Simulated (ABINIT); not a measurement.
# BaH2 (P6_3/mmc): G0W0 in ABINIT against the bands in the screening

Aim: move the bands in the screening of a G0W0 run on BaH2 (P6_3/mmc) over a wide range.

Main program and level: ABINIT 10.8.3; PBEsol and many-body steps on it, plane waves.

## 1. The structure

The structure is hexagonal, space group P6_3/mmc (No. 194). The conventional cell has a = 4.462 Å, b = 4.462 Å, c = 6.055 Å, α = 90.00°, β = 90.00°, γ = 120.00°. Nearest to Ba lie 11 H at 2.58 to 3.03 Å. Nearest to H lie 5 Ba at 2.58 to 3.03 Å and 6 H at 2.99 Å. Nearest to H lie 6 Ba at 2.99 Å and 8 H at 2.99 to 3.03 Å. Farther neighbours are not listed.

The cell and positions are those that the Materials Project relaxed with its own functionals (PBE, PBE+U or r2SCAN), kept fixed. Spin-orbit coupling is left out unless a step names it.

## 2. Screening, 3×3×2 mesh, 20 bands, screening to 130.6 eV

This step: ABINIT 10.8.3; RPA screening on PBEsol, plane waves, norm-conserving pseudopotentials.

The RPA dielectric matrix is built and inverted for each q.

run.abi

```
acell 3*1.0 Angstrom
rprim 
  4.462025052349 0.000000000014 0.000000000000
  -2.231012526186 3.864227047650 0.000000000000
  0.000000000000 0.000000000000 6.055292590000
ntypat 2
znucl 56 1
natom 6
typat 1 1 2 2 2 2
xred 
  0.666666666667 0.333333333333 0.750000000000
  0.333333333333 0.666666666667 0.250000000000
  0.333333333333 0.666666666667 0.750000000000
  0.666666666667 0.333333333333 0.250000000000
  0.000000000000 0.000000000000 0.500000000000
  0.000000000000 0.000000000000 0.000000000000
pp_dirpath "pseudos"
pseudos "Ba.upf, H.upf"
ecut 32
ngkpt 3 3 2
nshiftk 1
shiftk 0 0 0
kptopt 1
chksymbreak 0
istwfk *1
occopt 1
irdwfk 1
optdriver 3
nband 20
ecuteps 4.8
inclvkb 2
awtr 1
symchi 1
indata_prefix "in"
outdata_prefix "out"
tmpdata_prefix "tmp"
```

The run is started by

```
$ OMP_NUM_THREADS=1 mpirun -n 4 abinit run.abi > log
```

Output:

```text
.Version 10.8.3 of ABINIT. v10.8.2 released Aug 2026.

 Symmetries : space group P6_3/m m c (#194); Bravais hP (primitive hexag.)
[... echo of the input left out ...]
== DATASET  1 ==================================================================
-   mpi_nproc: 4, omp_nthreads: 1 (-1 if OMP is not activated)

--- !DatasetInfo
iteration_state: {dtset: 1, }
dimensions: {natom: 6, nkpt: 6, mband: 20, nsppol: 1, nspinor: 1, nspden: 1, mpw: 6126, }
cutoff_energies: {ecut:  32.0, pawecutdg:  -1.0, }
electrons: {nelect:   2.40000000E+01, charge:   0.00000000E+00, occopt:   1.00000000E+00, tsmear:   1.00000000E-02, }

 SCREENING: Calculation of the susceptibility and dielectric matrices

 Based on a program developped by R.W. Godby, V. Olevano, G. Onida, and L. Reining.
 Incorporated in ABINIT by V. Olevano, G.-M. Rignanese, and M. Torrent.
.Using double precision arithmetic ; gwpc =  8

[... cell and pseudopotentials left out ...]
--------------------------------------------------------------------------------

 ==== K-mesh for the wavefunctions ====
 Number of points in the irreducible wedge :     6
[... list of points left out ...]
 Together with 24 symmetry operations and time-reversal symmetry
 yields    18 points in the full Brillouin Zone.

 ==== Q-mesh for the screening function ====
 Number of points in the irreducible wedge :     6
[... list of points left out ...]
 Together with 24 symmetry operations and time-reversal symmetry
 yields    18 points in the full Brillouin Zone.

 setmesh: FFT mesh size selected  =    32x   32x   48
          total number of points  =        49152

 vcoul_init : cutoff-mode = AUXILIARY_FUNCTION
 q-points for optical limit:   1
     1)      0.000010    0.000020    0.000030

- screening: taking advantage of time-reversal symmetry
- Maximum band index for partially occupied states nbvw = 12
- Remaining bands to be divided among processors   nbcw = 8
- Number of bands treated by each node ~2

 Number of electrons calculated from density =   24.0000; Expected =   24.0000
 average of density, n =  0.034063
 r_s =    1.9137
 omega_plasma =   17.8032 [eV]

 calculating chi0 at frequencies [eV] :
  1    0.000000E+00    0.000000E+00
  2    0.000000E+00    1.780320E+01

--------------------------------------------------------------------------------
  q-point number  1        q = ( 0.000000, 0.000000, 0.000000) [r.l.u.]
--------------------------------------------------------------------------------
[... chi0 elements left out ...]
 For q-point:  0.000010 0.000020 0.000030
  dielectric constant =   5.4534
  dielectric constant without local fields =   5.9227

  Average fulfillment of the sum rule on Im[epsilon] for q-point    1 :     20.75  [%]
[... wings left out ...]
  q-point number  2        q = ( 0.333333, 0.000000, 0.000000) [r.l.u.]
--------------------------------------------------------------------------------
[... chi0 elements left out ...]
  Average fulfillment of the sum rule on Im[epsilon] for q-point    2 :     34.39  [%]

 [... 4 further q-points ...]
```

The job ended after 6.8 s (4 MPI ranks of Intel Xeon Platinum 8259CL at 2.50GHz (Skylake/Cascade Lake), shared host; peak memory 0.81 GiB).

This step gave:

```
ε∞ with local fields, on this mesh, along the program's q direction : 5.453
the same without local fields                                       : 5.923
plasma frequency                                                    : 17.80 eV
plane waves in the screening matrix                                 : 329
```

Local fields lower ε∞ by 8 %. On a Γ-centred mesh this coarse the value itself is usually too large, while a short band sum pulls it down.

## 3. 20 bands

This step: G0W0 on PBEsol, plane waves, norm-conserving pseudopotentials.

Changes to run.abi since step 2:

```diff
@@ -27,8 +27,17 @@
 irdwfk 1
-optdriver 3
-nband 20
+optdriver 4
+nband 133
+gwcalctyp 0
+ecutsigx 32
+symsigma 1
+nkptgw 2
+kptgw 
+  0.0000000000 0.0000000000 0.0000000000
+  0.3333333333 0.3333333333 0.5000000000
+bdgw 
+  11 14
+  11 14
 ecuteps 4.8
-inclvkb 2
-awtr 1
-symchi 1
+irdscr 1
+ppmodel 1
 indata_prefix "in"
```

Output:

```text
.Version 10.8.3 of ABINIT. v10.8.2 released Aug 2026.

 Symmetries : space group P6_3/m m c (#194); Bravais hP (primitive hexag.)
[... echo of the input left out ...]
== DATASET  1 ==================================================================
-   mpi_nproc: 4, omp_nthreads: 1 (-1 if OMP is not activated)

--- !DatasetInfo
iteration_state: {dtset: 1, }
dimensions: {natom: 6, nkpt: 6, mband: 133, nsppol: 1, nspinor: 1, nspden: 1, mpw: 6126, }
cutoff_energies: {ecut:  32.0, pawecutdg:  -1.0, }
electrons: {nelect:   2.40000000E+01, charge:   0.00000000E+00, occopt:   1.00000000E+00, tsmear:   1.00000000E-02, }

 SIGMA: Calculation of the GW corrections

 Based on a program developped by R.W. Godby, V. Olevano, G. Onida, and L. Reining.
 Incorporated in ABINIT by V. Olevano, G.-M. Rignanese, and M. Torrent.
.Using double precision arithmetic ; gwpc =  8

[... cell and pseudopotentials left out ...]
--------------------------------------------------------------------------------

 ==== K-mesh for the wavefunctions ====
 Number of points in the irreducible wedge :     6
[... list of points left out ...]
 Together with 24 symmetry operations and time-reversal symmetry
 yields    18 points in the full Brillouin Zone.

 ==== Q-mesh for screening function ====
 Number of points in the irreducible wedge :     6
[... list of points left out ...]
 Together with 24 symmetry operations and time-reversal symmetry
 yields    18 points in the full Brillouin Zone.

 vcoul_init : cutoff-mode = AUXILIARY_FUNCTION
 q-points for optical limit:   1
     1)      0.000010    0.000020    0.000030
 setmesh: FFT mesh size selected  =    40x   40x   60
          total number of points  =        96000

 Number of electrons calculated from density =   24.0000; Expected =   24.0000
 average of density, n =  0.034063
 r_s =    1.9137
 omega_plasma =   17.8032 [eV]

 === KS Band Gaps ===
  >>>> For spin  1
   Minimum direct gap =   2.7256 [eV], located at k-point      :   0.0000  0.0000  0.0000
   Fundamental gap    =   1.4734 [eV], Top of valence bands at :   0.0000  0.0000  0.0000
                                       Bottom of conduction at :   0.3333  0.3333  0.5000
 SIGMA fundamental parameters:
 PLASMON POLE MODEL  1
 number of plane-waves for SigmaX                 6089
 number of plane-waves for SigmaC and W            329
 number of plane-waves for wavefunctions          6089
 number of bands                                   133
 number of independent spin polarizations            1
 number of spinorial components                      1
 number of k-points in IBZ                           6
 number of q-points in IBZ                           6
 number of symmetry operations                      24
 number of k-points in BZ                           18
 number of q-points in BZ                           18
 number of frequencies for dSigma/dE                 9
 frequency step for dSigma/dE [eV]                0.25
 number of omega for Sigma on real axis              0
 max omega for Sigma on real axis  [eV]           0.00
 zcut for avoiding poles [eV]                     0.10

 EPSILON^-1 parameters (SCR file):
 dimension of the eps^-1 matrix on file            329
 dimension of the eps^-1 matrix used               329
 number of plane-waves for wavefunctions          6089
 number of bands                                    20
 number of q-points in IBZ                           6
 number of frequencies                               2
 number of real frequencies                          1
 number of imag frequencies                          1

 matrix elements of self-energy operator (all in [eV])

 Perturbative Calculation

--- !SelfEnergy_ee
iteration_state: {dtset: 1, }
kpoint     : [   0.000,    0.000,    0.000, ]
spin       : 1
KS_gap     :    2.726
QP_gap     :    4.723
Delta_QP_KS:    1.997
data: !SigmaeeData |
     Band     E0 <VxcDFT>   SigX SigC(E0)      Z dSigC/dE  Sig(E)    E-E0       E
       11   3.623 -10.601 -13.543   2.321   0.766  -0.306 -11.076  -0.476   3.148
       12   4.131 -10.778 -13.538   2.046   0.779  -0.283 -11.335  -0.557   3.574
       13   6.857  -9.229  -4.726  -2.737   0.816  -0.226  -7.788   1.440   8.297
       14   6.857  -9.229  -4.726  -2.737   0.816  -0.226  -7.788   1.440   8.297

--- !SelfEnergy_ee
iteration_state: {dtset: 1, }
kpoint     : [   0.333,    0.333,    0.500, ]
spin       : 1
KS_gap     :    3.017
QP_gap     :    5.148
Delta_QP_KS:    2.131
data: !SigmaeeData |
     Band     E0 <VxcDFT>   SigX SigC(E0)      Z dSigC/dE  Sig(E)    E-E0       E
       11   2.587 -11.072 -14.405   2.327   0.780  -0.282 -11.857  -0.785   1.802
       12   2.587 -11.072 -14.405   2.327   0.780  -0.282 -11.857  -0.785   1.802
       13   5.605  -8.695  -4.279  -2.764   0.815  -0.227  -7.349   1.346   6.950
       14   5.605  -8.695  -4.279  -2.764   0.815  -0.227  -7.349   1.346   6.950

== END DATASET(S) ==============================================================
================================================================================

 -outvars: echo values of variables after computation  --------
           etotal      0.0000000000E+00
            nband         133
             nkpt           6
          spgroup         194
 [... the other variables as echoed above ...]

 Calculation completed.
```

It took 18 s on 4 MPI ranks; peak memory 1.3 GiB; 71 s of CPU time.

Numbers from this step:

- G0W0 gap on the points computed: 3.376 eV
- starting gap on the mesh: 1.473 eV
- k of the valence top: 0, 0, 0
- k of the conduction bottom: 0.3333, 0.3333, 0.5
- Z at the valence top: 0.779
- Z at the conduction bottom: 0.815
- least direct G0W0 gap on the computed points: 4.723 eV

## 4. Screening, 3×3×2 mesh, 39 bands, screening to 130.6 eV

This step: RPA screening on PBEsol, plane waves, norm-conserving pseudopotentials.

Changes to run.abi since step 3:

```diff
@@ -27,17 +27,8 @@
 irdwfk 1
-optdriver 4
-nband 133
-gwcalctyp 0
-ecutsigx 32
-symsigma 1
-nkptgw 2
-kptgw 
-  0.0000000000 0.0000000000 0.0000000000
-  0.3333333333 0.3333333333 0.5000000000
-bdgw 
-  11 14
-  11 14
+optdriver 3
+nband 39
 ecuteps 4.8
-irdscr 1
-ppmodel 1
+inclvkb 2
+awtr 1
+symchi 1
 indata_prefix "in"
```

Output:

```text
.Version 10.8.3 of ABINIT. v10.8.2 released Aug 2026.

 Symmetries : space group P6_3/m m c (#194); Bravais hP (primitive hexag.)
[... echo of the input left out ...]
== DATASET  1 ==================================================================
-   mpi_nproc: 4, omp_nthreads: 1 (-1 if OMP is not activated)

--- !DatasetInfo
iteration_state: {dtset: 1, }
dimensions: {natom: 6, nkpt: 6, mband: 39, nsppol: 1, nspinor: 1, nspden: 1, mpw: 6126, }
cutoff_energies: {ecut:  32.0, pawecutdg:  -1.0, }
electrons: {nelect:   2.40000000E+01, charge:   0.00000000E+00, occopt:   1.00000000E+00, tsmear:   1.00000000E-02, }

 SCREENING: Calculation of the susceptibility and dielectric matrices

 Based on a program developped by R.W. Godby, V. Olevano, G. Onida, and L. Reining.
 Incorporated in ABINIT by V. Olevano, G.-M. Rignanese, and M. Torrent.
.Using double precision arithmetic ; gwpc =  8

[... cell and pseudopotentials left out ...]
--------------------------------------------------------------------------------

 ==== K-mesh for the wavefunctions ====
 Number of points in the irreducible wedge :     6
[... list of points left out ...]
 Together with 24 symmetry operations and time-reversal symmetry
 yields    18 points in the full Brillouin Zone.

 ==== Q-mesh for the screening function ====
 Number of points in the irreducible wedge :     6
[... list of points left out ...]
 Together with 24 symmetry operations and time-reversal symmetry
 yields    18 points in the full Brillouin Zone.

 setmesh: FFT mesh size selected  =    32x   32x   48
          total number of points  =        49152

 vcoul_init : cutoff-mode = AUXILIARY_FUNCTION
 q-points for optical limit:   1
     1)      0.000010    0.000020    0.000030

- screening: taking advantage of time-reversal symmetry
- Maximum band index for partially occupied states nbvw = 12
- Remaining bands to be divided among processors   nbcw = 27
- Number of bands treated by each node ~6

 Number of electrons calculated from density =   24.0000; Expected =   24.0000
 average of density, n =  0.034063
 r_s =    1.9137
 omega_plasma =   17.8032 [eV]

 calculating chi0 at frequencies [eV] :
  1    0.000000E+00    0.000000E+00
  2    0.000000E+00    1.780320E+01

--------------------------------------------------------------------------------
  q-point number  1        q = ( 0.000000, 0.000000, 0.000000) [r.l.u.]
--------------------------------------------------------------------------------
[... chi0 elements left out ...]
 For q-point:  0.000010 0.000020 0.000030
  dielectric constant =   5.7998
  dielectric constant without local fields =   6.4808

  Average fulfillment of the sum rule on Im[epsilon] for q-point    1 :     51.45  [%]
[... wings left out ...]
  q-point number  2        q = ( 0.333333, 0.000000, 0.000000) [r.l.u.]
--------------------------------------------------------------------------------
[... chi0 elements left out ...]
  Average fulfillment of the sum rule on Im[epsilon] for q-point    2 :     68.37  [%]

 [... 4 further q-points ...]
```

The job ended after 13 s (4 MPI ranks; peak memory 0.93 GiB).

This step gave:

```yaml
eps_infinity_with_local_fields_on_this_mesh_along_the_program_s_q_direction: 5.800
the_same_without_local_fields: 6.481
plasma_frequency: 17.80 eV
plane_waves_in_the_screening_matrix: 329
```

## 5. 39 bands

The self-energy is evaluated for the states that the input lists, and the levels follow from it, in one-shot runs by the linearised quasiparticle equation.

This step: G0W0 on PBEsol, plane waves, norm-conserving pseudopotentials.

Changes to run.abi since step 4:

```diff
@@ -27,8 +27,17 @@
 irdwfk 1
-optdriver 3
-nband 39
+optdriver 4
+nband 133
+gwcalctyp 0
+ecutsigx 32
+symsigma 1
+nkptgw 2
+kptgw 
+  0.0000000000 0.0000000000 0.0000000000
+  0.3333333333 0.3333333333 0.5000000000
+bdgw 
+  11 14
+  11 14
 ecuteps 4.8
-inclvkb 2
-awtr 1
-symchi 1
+irdscr 1
+ppmodel 1
 indata_prefix "in"
```

Output:

```text
.Version 10.8.3 of ABINIT. v10.8.2 released Aug 2026.

 Symmetries : space group P6_3/m m c (#194); Bravais hP (primitive hexag.)
[... echo of the input left out ...]
== DATASET  1 ==================================================================
-   mpi_nproc: 4, omp_nthreads: 1 (-1 if OMP is not activated)

--- !DatasetInfo
iteration_state: {dtset: 1, }
dimensions: {natom: 6, nkpt: 6, mband: 133, nsppol: 1, nspinor: 1, nspden: 1, mpw: 6126, }
cutoff_energies: {ecut:  32.0, pawecutdg:  -1.0, }
electrons: {nelect:   2.40000000E+01, charge:   0.00000000E+00, occopt:   1.00000000E+00, tsmear:   1.00000000E-02, }

 SIGMA: Calculation of the GW corrections

 Based on a program developped by R.W. Godby, V. Olevano, G. Onida, and L. Reining.
 Incorporated in ABINIT by V. Olevano, G.-M. Rignanese, and M. Torrent.
.Using double precision arithmetic ; gwpc =  8

[... cell and pseudopotentials left out ...]
--------------------------------------------------------------------------------

 ==== K-mesh for the wavefunctions ====
 Number of points in the irreducible wedge :     6
[... list of points left out ...]
 Together with 24 symmetry operations and time-reversal symmetry
 yields    18 points in the full Brillouin Zone.

 ==== Q-mesh for screening function ====
 Number of points in the irreducible wedge :     6
[... list of points left out ...]
 Together with 24 symmetry operations and time-reversal symmetry
 yields    18 points in the full Brillouin Zone.

 vcoul_init : cutoff-mode = AUXILIARY_FUNCTION
 q-points for optical limit:   1
     1)      0.000010    0.000020    0.000030
 setmesh: FFT mesh size selected  =    40x   40x   60
          total number of points  =        96000

 Number of electrons calculated from density =   24.0000; Expected =   24.0000
[...]
number of omega for Sigma on real axis              0
 max omega for Sigma on real axis  [eV]           0.00
 zcut for avoiding poles [eV]                     0.10

 EPSILON^-1 parameters (SCR file):
 dimension of the eps^-1 matrix on file            329
 dimension of the eps^-1 matrix used               329
 number of plane-waves for wavefunctions          6089
 number of bands                                    39
 number of q-points in IBZ                           6
 number of frequencies                               2
 number of real frequencies                          1
 number of imag frequencies                          1

 matrix elements of self-energy operator (all in [eV])

 Perturbative Calculation

--- !SelfEnergy_ee
iteration_state: {dtset: 1, }
kpoint     : [   0.000,    0.000,    0.000, ]
spin       : 1
KS_gap     :    2.726
QP_gap     :    4.273
Delta_QP_KS:    1.548
data: !SigmaeeData |
     Band     E0 <VxcDFT>   SigX SigC(E0)      Z dSigC/dE  Sig(E)    E-E0       E
       11   3.623 -10.601 -13.543   2.188   0.772  -0.296 -11.182  -0.581   3.042
       12   4.131 -10.778 -13.538   2.033   0.774  -0.292 -11.340  -0.562   3.569
       13   6.857  -9.229  -4.726  -3.296   0.817  -0.225  -8.243   0.985   7.842
[...]
--- !SelfEnergy_ee
iteration_state: {dtset: 1, }
kpoint     : [   0.333,    0.333,    0.500, ]
spin       : 1
KS_gap     :    3.017
QP_gap     :    4.589
Delta_QP_KS:    1.572
data: !SigmaeeData |
     Band     E0 <VxcDFT>   SigX SigC(E0)      Z dSigC/dE  Sig(E)    E-E0       E
[...]
13   5.605  -8.695  -4.279  -3.306   0.818  -0.223  -7.788   0.907   6.512
       14   5.605  -8.695  -4.279  -3.306   0.818  -0.223  -7.788   0.907   6.512

== END DATASET(S) ==============================================================
================================================================================

 -outvars: echo values of variables after computation  --------
           etotal      0.0000000000E+00
            nband         133
             nkpt           6
          spgroup         194
 [... the other variables as echoed above ...]

 Calculation completed.
```

It took 18 s on 4 MPI ranks; peak memory 1.2 GiB.

Numbers from this step:

```yaml
g0w0_gap_on_the_points_computed: 2.943 eV
starting_gap_on_the_mesh: 1.473 eV
k_of_the_valence_top: 0, 0, 0
k_of_the_conduction_bottom: 0.3333, 0.3333, 0.5
z_at_the_valence_top: 0.774
z_at_the_conduction_bottom: 0.818
least_direct_g0w0_gap_on_the_computed_points: 4.273 eV
```

The gap on the mesh goes from 1.47 eV to 2.94 eV, a correction of +1.47 eV.

[end of part 1 of 2]

[Paths, hosts, dates, memory and timing lines, banners, echoed tables and standing remarks are left out of the program output.]

[Logs are printed without paths, hosts, clocks, repeated set-up lines and the standing remarks that a program may print on its own settings, such as how far it seeks lower states.]

[Runs of the session that timed out or met a known fault of the program may be left out.]

[Hosts, paths, dates, database ids (printed as entryN), source tags and the programs' standing remarks are cut or masked in the printed files.]

[G0W0 gaps are taken among the corrected bands and points alone; a level outside them can change the order at an edge.]

[Where Ansatz stands beside ABINIT at settings called matched, ABINIT's density can come from a denser mesh and the files from another edition; pairs whose starting gaps differed by over 0.03 eV were left out, so agreement reads better than it is.]
